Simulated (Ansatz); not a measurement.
# From PBE to G0W0: SiO2 (Stishovite), part 2 of 2

How far does one-shot GW move the PBE gap of SiO2 (Stishovite)?

Ansatz 0.2.0; PBE, then G0W0 on it, plane waves, PAW. Known limits of the many-body steps: finite bands, screening cutoff and k mesh; no spin-orbit coupling in G0W0.

So far. Step 2 (The PBE band structure): Over mesh and path the gap is 5.643 eV, direct, at k = Γ.

In doubt: masses and optical values from hybrid runs of this build are listed as unsure (in some of the runs), which bears on the screening that GW takes from such a start.

## 3. The quasiparticle correction

G0W0 replaces the xc potential by a self-energy built once from the orbitals of the start. Levels are corrected in the window of bands that the input names, at points of the mesh.

This step: G0W0 on PBE, plane waves, PAW.

input.yaml

```yaml
crystal:
  lattice:
    - [4.1773, 0.0, 0.0]
    - [0.0, 4.1773, 0.0]
    - [0.0, 0.0, 2.6652]
  atoms:
    - { symbol: Si, position: [0.0, 0.0, 0.0] }
    - { symbol: Si, position: [0.5, 0.5, 0.5] }
    - { symbol: O, position: [0.3059, 0.3059, 0.0] }
    - { symbol: O, position: [0.1941, 0.8059, 0.5] }
    - { symbol: O, position: [0.6941, 0.6941, 0.0] }
    - { symbol: O, position: [0.8059, 0.1941, 0.5] }
kpoints:
  mp_grid: { grid: [6, 6, 8] }
hamiltonian:
  xc: pbe
  pseudopotentials: { kind: paw, source: ansatz }
scf:
  occupations: { method: fixed }
gw:
  n_empty_bands: 782
  ecut_chi: 380
  qp_bands: [v2, c2]
  qp_kpoints: band_edges
  screening: { model: contour_deformation }
```

Started as:

```bash
> ansatz run input.yaml --threads 4 --pin off --max-ram 138240MiB --backend cuda --events-out ev --progress --plain --runs-dir out --devices 1 --max-vram 26GiB
```

Numbers of over 12 decimals in the logs are rounded to 6 here.

Log:

```text
GPUs: using 1 of 1 available (devices: 1).
[...]
GPU FFT provider: cuFFT
GPU libraries: cuBLAS 13.8.2, cuFFT 12.4.0, cuSOLVER 12.3.4
Crystal: 6 atoms, lattice volume = 46.507 Å³
Basis set: ecut = 930 eV, 3025 PW (Γ)
Bands: 22, of which v1, the nominal top of the filled ones, is band 16 counted from 1 (15 counted from 0)
Symmetry: 16 space group operations
[...]
k-points: 50 of 288
[...]
GPU buffer pool allocated for 69120 grid points (all kernels)
[...]
SCF iter   1: F=—  HF=-3549.177830 eV  |F-HF|=—  |Δ(HF+E_count)|=         —  Δρ=1.52e-1  dr2=8.46e0  ethr=3.10e-3  ⟨swp⟩=5.0  Hψ=5403  notcnv=0  defer=199
[...]
SCF iter   7: F=-3546.792310 eV  HF=-3546.792310 eV  |F-HF|=8.63e-10  |Δ(HF+E_count)|=   3.41e-8  Δρ=7.07e-6  dr2=1.64e-8  ethr=3.13e-10  ⟨swp⟩=12.6  Hψ=5921  notcnv=0
SCF 1 converged in 7 iterations: F = -3546.792310 eV  dr2 = 1.64e-8
[...]
NSCF: frozen V_eff on 50 k-points, pencils in batches of 32, up to order 88
the band table was solved once the SCF had ended and its energy, with any forces and stress, was formed, with the checks that follow a solve (6100 applications of the Hamiltonian). They found nothing against the state; the energy, forces and stress were not computed again (output.eigenvalues in the input reference)
[...]
NSCF: frozen V_eff on 50 k-points
G₀W₀ screening: q 1/50
[... further progress lines ...]
SCF converged after 7 iterations
Free energy (F): -3546.792310 eV
[...]
Internal energy: -3546.792310 eV  (E = F + TS)
E sigma→0 (E₀):  -3546.792310 eV
Fermi energy:    10.596227 eV
[...]
--- Band table (eV; the first three rows and the last of 50) ---
  k-point 0: bands = [... 12 lower, 8.0906, 9.7152, 9.7152, 10.5962, 16.2229, 17.3316, 19.1264, 19.1264, ... 2 higher]
  k-point 1: bands = [... 12 lower, 7.3707, 9.5628, 9.5628, 10.4067, 16.9481, 18.4257, 20.0177, 20.0177, ... 2 higher]
  k-point 2: bands = [... 12 lower, 6.1937, 9.0828, 9.0828, 9.8048, 18.0969, 20.4828, 20.8235, 21.8964, ... 2 higher]
  k-point 49: bands = [... 12 lower, 8.8355, 8.8355, 9.0380, 9.0380, 17.7896, 17.7896, 21.6438, 21.6438, ... 2 higher]
--- G₀W₀: contour deformation, 6 samples at zero and on the imaginary axis and 2 off it, 288 q-points, 782 empty bands' worth ---
  eigenvalues of the whole cell's RPA ε∞ on this k-mesh (on a slab, of 1 + 4πα/V) = 3.2098, 3.2098, 3.3670; static W/v taken at q = 0 is 0.305745
  bands read: the sum over 798 bands ends inside a degenerate multiplet in 1 slot, whose members it reads at an even weight; the widest, k=0: bands 798 to 799 (counted from 1) at 1/2 each
  gw.qp_kpoints: band_edges: 8 of 50 stored k-points solved, in 1 pass; an edge of the gap read off the rows below is read off those points alone
    valence top: of the k-points left out ik 10 came nearest to being solved in a further pass, in band 16 (counted from 1, as in the quasiparticle table): it holds the edge there only if its correction is more favourable than any solved in that band by at least 0.732 eV; those differ by 0.193 eV
    conduction bottom: of the k-points left out ik 25 came nearest to being solved in a further pass, in band 17 (counted from 1, as in the quasiparticle table): it holds the edge there only if its correction is more favourable than any solved in that band by at least 1.358 eV; those differ by 0.135 eV
    ik  band        ε_KS         Σx   Σc(E_QP)       V_xc       Z   E_QP_lin       E_QP  E_QP is
     0    15      9.7152   -27.7771     3.8508   -22.0641  0.8102     7.8325     7.8530  root
     0    16     10.5962   -28.2576     4.1221   -22.2700  0.8075     8.7098     8.7308  root
     0    17     16.2229   -13.8710    -4.7154   -19.8421  0.8435    17.4848    17.4786  root
     0    18     17.3316    -7.5970    -4.7620   -13.5266  0.8618    18.5048    18.4992  root
     1    15      9.5628   -27.6625     3.8898   -21.8966  0.8098     7.6655     7.6867  root
     1    16     10.4067   -28.0900     4.1560   -22.0441  0.8073     8.4948     8.5167  root
     1    17     16.9481   -14.1762    -4.8054   -20.3057  0.8395    18.2794    18.2722  root
     1    18     18.4257    -8.5423    -4.9449   -14.7596  0.8538    19.7054    19.6981  root
     5    15      9.6664   -27.7419     3.8796   -21.9932  0.8099     7.7765     7.7973  root
     5    16     10.3790   -28.0186     4.1166   -22.0229  0.8076     8.4783     8.4999  root
     5    17     16.6631   -13.9756    -4.7321   -19.9831  0.8415    17.9450    17.9384  root
     5    18     17.5755    -7.8162    -4.8037   -13.8099  0.8601    18.7714    18.7655  root
     6    15      9.5059   -27.6130     3.9198   -21.8085  0.8095     7.5997     7.6213  root
     6    16     10.2596   -27.9722     4.1491   -21.9265  0.8073     8.3407     8.3630  root
     6    17     17.2712   -14.0704    -4.8594   -20.2769  0.8386    18.6261    18.6184  root
     6    18     18.6334    -8.7586    -4.9953   -15.0514  0.8520    19.9386    19.9309  root
    20    15      9.4565   -27.5640     3.9598   -21.7037  0.8091     7.5339     7.5560  root
    20    16     10.1965   -27.8598     4.1091   -21.8600  0.8077     8.2838     8.3058  root
    20    17     16.9501   -13.4547    -4.7702   -19.5206  0.8421    18.2526    18.2457  root
    20    18     17.8240    -8.5352    -4.8551   -14.6081  0.8564    19.0481    19.0417  root
    21    15      9.3578   -27.5076     3.9861   -21.6129  0.8088     7.4267     7.4492  root
    21    16     10.1386   -27.8934     4.1327   -21.8613  0.8074     8.2169     8.2393  root
    21    17     17.5011   -13.7580    -4.9065   -20.0320  0.8387    18.8766    18.8686  root
    21    18     18.8323    -9.2838    -5.0539   -15.6623  0.8490    20.1651    20.1569  root
    45    15      8.3139   -26.6351     4.4793   -20.0973  0.8023     6.2242     6.2555  root
    45    16      8.3139   -26.6351     4.4793   -20.0973  0.8023     6.2242     6.2555  root
    45    17     18.0515   -10.9161    -5.0644   -17.3715  0.8461    19.4513    19.4425  root
    45    18     18.0515   -10.9161    -5.0644   -17.3715  0.8461    19.4513    19.4425  root
    49    15      9.0380   -27.4277     4.4003   -21.0231  0.8037     7.0063     7.0338  root
    49    16      9.0380   -27.4277     4.4003   -21.0231  0.8037     7.0063     7.0338  root
    49    17     17.7896   -11.7996    -4.9150   -18.0814  0.8468    19.1645    19.1565  root
    49    18     17.7896   -11.7996    -4.9150   -18.0814  0.8468    19.1645    19.1565  root
```

It took 4.6 min on 1 × NVIDIA H100 80GB HBM3 (shared by 3 runs) with 4 threads of AMD EPYC 7R13 (Zen 3), shared host; peak memory 7.9 GiB; 9.7 min of CPU time.

This step gave:

```yaml
bands_summed: 798
rpa_eps_infinity_on_this_mesh_eigenvalues: 3.210, 3.210, 3.367
plane_waves_in_the_screening_matrix: 793
q_points_in_the_mesh: 288
g0w0_gap_over_the_corrected_points: 8.748 eV
k_of_the_valence_top: 0, 0, 0
k_of_the_conduction_bottom: 0, 0, 0
starting_gap_on_the_mesh: 5.627 eV
z_at_the_valence_top: 0.8075
z_at_the_conduction_bottom: 0.8435
least_direct_g0w0_gap_over_the_corrected_points: 8.748 eV
```

Over 8 of 50 irreducible mesh points the G0W0 gap is 8.748 eV, direct, at k = Γ. The PBE gap of this run on the mesh is 5.627 eV. The two states that bound the G0W0 gap lie that far apart at the start, so the correction of the gap is 8.748 − 5.627 = +3.121 eV. The start of this run differs from the step before in files (soft_1 PAW and hard PAW) and plane-wave cutoff (420 eV and 930 eV).

Labels follow the order of the start: v1 is the top filled band, c1 the lowest empty one; levels that stay degenerate share a row, the window can cut a multiplet, doubted levels are not marked in this list, bands outside the window were not corrected, and the list may be a part of the corrected levels. The levels before and after the correction (eV, zero at the valence-band top of each column):

|  | conduction bottom | valence top |
| --- | --- | --- |
| Kohn-Sham | 5.63 | 0.00 |
| G0W0 | 8.75 | 0.00 |

|  | level | occupation | energy (eV) |
| --- | --- | --- | --- |
| Kohn-Sham | Γ v2 | 2 | -0.881 |
| Kohn-Sham | Γ v1 | 2 | 0.000 |
| Kohn-Sham | Γ c1 | 0 | 5.627 |
| Kohn-Sham | Γ c2 | 0 | 6.735 |
| G0W0 | Γ v2 | 2 | -0.878 |
| G0W0 | Γ v1 | 2 | 0.000 |
| G0W0 | Γ c1 | 0 | 8.748 |
| G0W0 | Γ c2 | 0 | 9.768 |

The parts of the quasiparticle energy for the two states that bound the G0W0 gap, in eV on the run's own scale (QP = start + Σx + Σc − Vxc, with Σc at the quasiparticle energy):

| edge | k | band | start | Σx | Σc | Vxc | Z | QP |
| --- | --- | --- | --- | --- | --- | --- | --- | --- |
| valence top | Γ | 16 | 10.596 | −28.258 | 4.122 | −22.270 | 0.807 | 8.731 |
| conduction bottom | Γ | 17 | 16.223 | −13.871 | −4.715 | −19.842 | 0.844 | 17.479 |

## 4. The runs together

Each gap is the least one over the points named; times are wall times on shared hosts, not benchmarks. A G0W0 time includes the run's own self-consistent start. Rows marked * are further runs, not shown as steps, whose inputs differ from the G0W0 step on the same start in the columns given; solver thresholds can differ too.

| level | mesh | files, cutoff | bands summed, screening | points | gap (eV) | valence top | conduction bottom | least direct gap (eV) | time |
| --- | --- | --- | --- | --- | --- | --- | --- | --- | --- |
| PBE | 6×6×8 | soft_1 PAW, 420 eV | - | mesh and path | 5.643 | Γ | Γ | 5.643 | 9.2 s |
| G0W0@PBE* | 6×6×8 | hard PAW, 930 eV | 137, 110 eV | 8 of 50 irreducible mesh points | 8.388 | Γ | Γ | 8.388 | 46 s |
| G0W0@PBE* | 6×6×8 | hard PAW, 930 eV | 292, 190 eV | 8 of 50 irreducible mesh points | 8.610 | Γ | Γ | 8.610 | 74 s |
| G0W0@PBE* | 6×6×8 | hard PAW, 930 eV | 484, 270 eV | 8 of 50 irreducible mesh points | 8.700 | Γ | Γ | 8.700 | 2.3 min |
| G0W0@PBE | 6×6×8 | hard PAW, 930 eV | 798, 380 eV | 8 of 50 irreducible mesh points | 8.748 | Γ | Γ | 8.748 | 4.6 min |
| G0W0@PBE* | 6×6×10 | hard PAW, 930 eV | 137, 110 eV | 9 of 60 irreducible mesh points | 8.387 | Γ | Γ | 8.387 | 87 s |

## 5. What came out

```json
{
  "PBE gap over mesh and path": "5.643 eV, direct, at k = Γ",
  "G0W0@PBE gap over 8 of 50 irreducible mesh points": "8.748 eV, direct, at k = Γ",
  "estimated limit in bands and cutoff, on this mesh": "8.822 eV",
  "GW settings": "6×6×8 mesh, 782 empty bands, screening to 380 eV, hard PAW files",
  "known limits": "finite bands, screening cutoff and k mesh; no spin-orbit coupling in G0W0"
}
```

**Reading.** Over 8 of 50 irreducible mesh points the G0W0 gap is 8.748 eV, direct, at k = Γ. The PBE gap of this run on the mesh is 5.627 eV. The two states that bound the G0W0 gap lie that far apart at the start, so the correction of the gap is 8.748 − 5.627 = +3.121 eV. The valence state moves by 8.731 − 10.596 = −1.865 eV and the conduction state by 17.479 − 16.223 = +1.256 eV, on the run's own scale; with 137 bands the edge states move by −1.097 and +1.665 eV, so the split between the edges depends on the bands and cutoff. Both edges that PBE shows over mesh and path lie at k points where levels were corrected. Levels at other points were not corrected, so a lower G0W0 gap elsewhere in the zone is not ruled out. From 137 bands and 110 eV to 798 bands and 380 eV the gap moves by 8.748 − 8.388 = +0.360 eV (rung by rung 8.388, 8.610, 8.700, 8.748 eV); bands and screening cutoff rise together, so their parts are not told apart. A line in one over the bands through the two highest rungs gives 8.748 + (8.748 − 8.700) × 484 / (798 − 484) = 8.822 eV, and through the pair below 8.700 + (8.700 − 8.610) × 292 / (484 − 292) = 8.837 eV. The two agree within 0.03 eV and the same two states bound the gap in each rung, so 8.822 eV is taken as an estimate of the limit on this mesh. With the 6×6×10 mesh in place of the 6×6×8 mesh and all else as in the G0W0@PBE row with 137 bands, the gap differs by 8.387 − 8.388 = −0.001 eV, and that of the start by 5.627 − 5.627 = +0.000 eV. G0W0 on other starts in this series, not shown as steps and not all at these settings: 9.425 eV on HSE06 (6×6×8, hard PAW, 292 bands, 190 eV) and 9.621 eV on PBE0 (6×6×8, hard PAW, 292 bands, 190 eV). The G0W0 runs are scalar-relativistic. G0W0 is shown with one set of atomic data (hard PAW), so the error from the files is not known here.

[Paths, hosts, dates, memory and timing lines, banners, echoed tables and standing remarks are left out of the program output.]

[Logs are printed without paths, hosts, clocks, repeated set-up lines and the standing remarks that a program may print on its own settings, such as how far it seeks lower states.]

[Runs of the session that timed out or met a known fault of the program may be left out.]

[Cells called generated may have been cut or substituted from an entry of the Crystallography Open Database or the Materials Project.]

[Hosts, paths, dates, database ids (printed as entryN), source tags and the programs' standing remarks are cut or masked in the printed files.]

[Where an RPA ε∞ is given, it is that of the G0W0 mesh and is not shown converged in it. Names of k-points follow the symmetry that the program found, which can be lower than the space group named. Band edges on a path are those of the sampled points; other points can move an edge, and change direct to indirect where valleys lie close.]

[Hybrid gaps are those of their k-mesh and are not shown converged in it.]
